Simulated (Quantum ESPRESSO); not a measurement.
## How ZnSe (Stilleite) absorbs and reflects light

Wanted: where ZnSe (Stilleite) starts to absorb, how strongly, and its refractive index.

Program: Quantum ESPRESSO 7.5. Level of theory: DFT, PBE, plane waves with norm-conserving potentials (PseudoDojo), scalar-relativistic, independent-particle optical response without local fields and without the non-local commutator. Results are calculated unless marked as measured.

This account leaves out most program logs.

## 1. The structure

It takes space group F-43m (No. 216, cubic). The conventional cell has a = 5.668 Å, b = 5.668 Å, c = 5.668 Å, α = 90.00°, β = 90.00°, γ = 90.00°. Nearest to Se lie 4 Zn at 2.45 Å. Zn has 4 Se at 2.45 Å nearest. Farther neighbours and most contacts between anions are not listed.

## 2. Ground state

First the ground state: is it a metal or has it a gap?

This step: DFT, PBE, plane waves with norm-conserving potentials (PseudoDojo), scalar-relativistic, ground state (Quantum ESPRESSO 7.5).

scf.in

```
&control
  calculation = 'scf'
  prefix = 'x'
  outdir = './tmp'
  pseudo_dir = './'
  verbosity = 'high'
/
&system
  ibrav = 0
  nat = 2
  ntyp = 2
  ecutwfc = 90
  occupations = 'smearing'
  smearing = 'fd'
  degauss = 0.003675
  nbnd = 22
/
&electrons
  conv_thr = 1e-09
  electron_maxstep = 100
/
ATOMIC_SPECIES
  Se 1.0 Se.upf
  Zn 1.0 Zn.upf
CELL_PARAMETERS angstrom
  0.000000000000 2.833800000000 2.833800000000
  2.833800000000 0.000000000000 2.833800000000
  2.833800000000 2.833800000000 0.000000000000
ATOMIC_POSITIONS crystal
  Se 0.750000000000 0.750000000000 0.750000000000
  Zn 0.000000000000 0.000000000000 0.000000000000
K_POINTS automatic
  7 7 7 0 0 0
```

Command:

```bash
mpirun -n 4 pw.x -nk 4 -in scf.in
```

The job ended after 6.8 s (4 MPI ranks of Arm Neoverse V2, shared host; peak memory 0.08 GiB).

Numbers from this step:

| Property | Result |
| --- | --- |
| total energy | -660.7 Ry |
| gap on the k-mesh | 1.289 eV |
| direct gap on the mesh | 1.289 eV |

There is a gap, 1.29 eV on this mesh (points off the mesh can give less), so no carriers' term is needed.

## 3. Ground state with the final occupations

The ground state once more, with the occupations that the first run showed to fit.

Changes to scf.in since step 2:

```diff
@@ -12,6 +12,3 @@
   ecutwfc = 90
-  occupations = 'smearing'
-  smearing = 'fd'
-  degauss = 0.003675
-  nbnd = 22
+  occupations = 'fixed'
 /
```

Command:

```bash
mpirun -n 4 pw.x -nk 4 -in scf.in
```

The job ended after 6.6 s (4 MPI ranks; peak memory 0.08 GiB).

## 4. Bands on the whole mesh, 11×11×11

The response needs many more empty bands than the density does.

This step: DFT, PBE, plane waves with norm-conserving potentials (PseudoDojo), scalar-relativistic, bands at fixed density (Quantum ESPRESSO 7.5).

nscf.in, as its differences from scf.in of step 3:

```diff
@@ -1,3 +1,3 @@
 &control
-  calculation = 'scf'
+  calculation = 'nscf'
   prefix = 'x'
@@ -5,3 +5,2 @@
   pseudo_dir = './'
-  verbosity = 'high'
 /
@@ -13,2 +12,5 @@
   occupations = 'fixed'
+  nbnd = 38
+  nosym = .true.
+  noinv = .true.
 /
@@ -17,2 +19,3 @@
   electron_maxstep = 100
+  diago_full_acc = .true.
 /
@@ -29,2 +32,2 @@
 K_POINTS automatic
-  7 7 7 0 0 0
+  11 11 11 0 0 0
```

Command:

```bash
mpirun -n 4 pw.x -nk 4 -in nscf.in
```

Wall time 8.8 min (4 MPI ranks); peak memory 0.07 GiB.

## 5. Dielectric function

The spectrum is a sum over vertical transitions between filled and empty bands at the fixed density, so many empty bands are needed.

This step: DFT, PBE, plane waves with norm-conserving potentials (PseudoDojo), scalar-relativistic, independent-particle optical response without local fields and without the non-local commutator (Quantum ESPRESSO 7.5).

epsilon.in

```
&inputpp
  prefix = 'x'
  outdir = './tmp'
  calculation = 'eps'
/
&energy_grid
  smeartype = 'gauss'
  intersmear = 0.3
  wmin = 0.0
  wmax = 22
  nw = 500
/
```

Command:

```bash
mpirun -n 4 epsilon.x -nk 4 -in epsilon.in
```

Wall time 3.2 s (4 MPI ranks); peak memory 0.05 GiB; 12 s of CPU time.

This step gave:

| Quantity | Value |
| --- | --- |
| electronic dielectric constant ε∞, mean over x, y and z (by symmetry where fewer were run) | 8.089 |

Some rows of epsi_x.dat:

```text
# energy grid [eV]     epsi_x  epsi_y  epsi_z
#
    0.176352705    0.026705927    0.026705927    0.026705927
    1.234468938    1.175152622    1.175152620    1.175152622
    2.292585170    1.426735863    1.426735862    1.426735863
    3.350701403    7.360560552    7.360560551    7.360560552
    4.408817635    5.795745416    5.795745414    5.795745415
    5.466933868   13.486748289   13.486748287   13.486748289
    6.525050100    6.361630067    6.361630065    6.361630067
    7.583166333    8.010038505    8.010038502    8.010038504
    8.641282565    3.774294287    3.774294283    3.774294286
    9.699398798    2.514361508    2.514361504    2.514361507
   10.757515030    1.837577898    1.837577893    1.837577896
   11.815631263    1.760901172    1.760901167    1.760901171
   12.873747495    1.255758043    1.255758037    1.255758041
   13.931863727    0.894538246    0.894538239    0.894538244
   14.989979960    0.637192553    0.637192545    0.637192551
   16.048096192    0.770607093    0.770607084    0.770607091
   17.106212425    0.557852286    0.557852276    0.557852284
   18.164328657    0.409077101    0.409077090    0.409077099
   19.222444890    0.477963639    0.477963627    0.477963637
   20.280561122    0.522776352    0.522776337    0.522776350
   21.338677355    0.392453570    0.392453554    0.392453569
```

The Im ε, any direction has structure finer than the step of the table below, so its rows give means over 1 eV, whole bins alone (the curve runs from 0 to 22 eV). Peaks (eV: height): 3.4: 7.37, 4.0: 8.68, 5.3: 14.9, 7.0: 9.56.

Sum at mesh points, not converged in k; values under the direct gap are tails of Lorentzian lines. The Im ε, any direction by photon energy; means over each step:

```csv
photon energy (eV),"Im ε, any direction"
1,0.523
2,1.40
3,3.89
4,6.48
5,10.1
6,10.7
7,7.88
8,5.69
9,3.25
10,2.53
11,1.71
12,1.51
13,1.25
14,0.881
15,0.666
16,0.689
17,0.561
18,0.453
19,0.454
20,0.473
21,0.466
```

The reflectivity at normal incidence, any direction has structure finer than the step of the table below, so its rows give means over 0.5 eV, whole bins alone (the curve runs from 0 to 22 eV). Peaks (eV: height): 3.31: 34.0, 3.97: 34.4, 6.08: 49.7, 7.67: 49.9, 10.80: 46.1, 12.26: 39.3, 13.98: 39.7.

Sum at mesh points, not converged in k. Reflectivity at normal incidence, any direction against photon energy; means over each step:

```
photon energy (eV)  reflectivity at normal incidence, any direction (%)
               0.5                                                 23.3
               1.0                                                 24.5
               1.5                                                 24.3
               2.0                                                 26.0
               2.5                                                 27.0
               3.0                                                 29.9
               3.5                                                 31.0
               4.0                                                 32.4
               4.5                                                 30.5
               5.0                                                 36.2
               5.5                                                 43.6
               6.0                                                 47.3
               6.5                                                 36.7
               7.0                                                 38.8
               7.5                                                 45.8
               8.0                                                 47.6
               8.5                                                 47.7
               9.0                                                 46.9
               9.5                                                 42.4
              10.0                                                 39.1
              10.5                                                 44.0
              11.0                                                 42.1
              11.5                                                 35.2
              12.0                                                 36.7
              12.5                                                 35.7
              13.0                                                 32.5
              13.5                                                 36.4
              14.0                                                 38.2
              14.5                                                 33.3
              15.0                                                 31.2
              15.5                                                 23.3
              16.0                                                 20.8
              16.5                                                 23.8
              17.0                                                 19.6
              17.5                                                 19.2
              18.0                                                 17.3
              18.5                                                 12.3
              19.0                                                 10.3
              19.5                                                 10.1
              20.0                                                 7.64
              20.5                                                 9.24
              21.0                                                 11.9
              21.5                                                 10.3
```

The loss function −Im 1/ε at q → 0, any direction has structure finer than the step of the table below, so its rows give means over 1 eV, whole bins alone (the curve runs from 0 to 22 eV). Peaks (eV: height): 15.5: 1.61, 18.2: 2.32, 21.2: 1.99.

Sum at mesh points, not converged in k; values under the direct gap are tails of Lorentzian lines. Table of loss function −Im 1/ε at q → 0, any direction by energy loss; means over each step:

| energy loss (eV) | loss function −Im 1/ε at q → 0, any direction |
| --- | --- |
| 1 | 0.00704 |
| 2 | 0.0160 |
| 3 | 0.0301 |
| 4 | 0.0571 |
| 5 | 0.0551 |
| 6 | 0.0971 |
| 7 | 0.126 |
| 8 | 0.140 |
| 9 | 0.212 |
| 10 | 0.279 |
| 11 | 0.378 |
| 12 | 0.486 |
| 13 | 0.602 |
| 14 | 0.780 |
| 15 | 1.27 |
| 16 | 1.42 |
| 17 | 1.77 |
| 18 | 2.10 |
| 19 | 1.75 |
| 20 | 1.46 |
| 21 | 1.76 |

At chosen wavelengths:

| wavelength (nm) | n | k | R (%) | 1/α |
| --- | --- | --- | --- | --- |
| 800 | 2.93 | 0.104 | 24.2 | 614 nm |
| 450 | 3.19 | 0.396 | 28.0 | 90 nm |
| 405 | 3.34 | 0.473 | 29.9 | 68 nm |
| 365 | 3.23 | 1.134 | 32.7 | 26 nm |
| 308 | 3.12 | 1.377 | 33.9 | 18 nm |
| 248 | 3.29 | 1.413 | 35.5 | 14 nm |
| 193 | 1.65 | 1.870 | 37.3 | 8.2 nm |

Below the direct gap, k and the depth come from the tails of the Lorentzian lines, not from transitions.

Rows near the edge hang on the gap, which this functional as a rule makes too small, and phonon-assisted absorption is left out.

## 6. Results

```
electronic dielectric constant ε∞, mean over x, y and z (by symmetry where fewer were run) (independent particles) : 8.09
```

In words: At this level (PBE, independent particles) ZnSe has ε∞ = 8.09 and n = 2.91 at 1550 nm. Excitons and phonon-assisted transitions are missing, and so are local fields; PBE gaps are as a rule too small, which pulls the onset down and ε∞ up. epsilon.x leaves out the commutator of the non-local potential, so its intensities are off, as a rule too high. The sum runs over mesh points 0.17 Å⁻¹ apart with no interpolation, so peaks are partly noise of the mesh; over so small a direct gap single mesh points weigh heavily, so ε∞, n and their changes from run to run can be far off.

[Machine, clock, banner and «Message from routine» lines are left out of the logs.]

[Logs are printed without paths, hosts, clocks, repeated set-up lines and the standing remarks that a program may print on its own settings, such as how far it seeks lower states.]

[Hosts, paths, dates, database ids (printed as entryN), source tags and the programs' standing remarks are cut or masked in the printed files.]
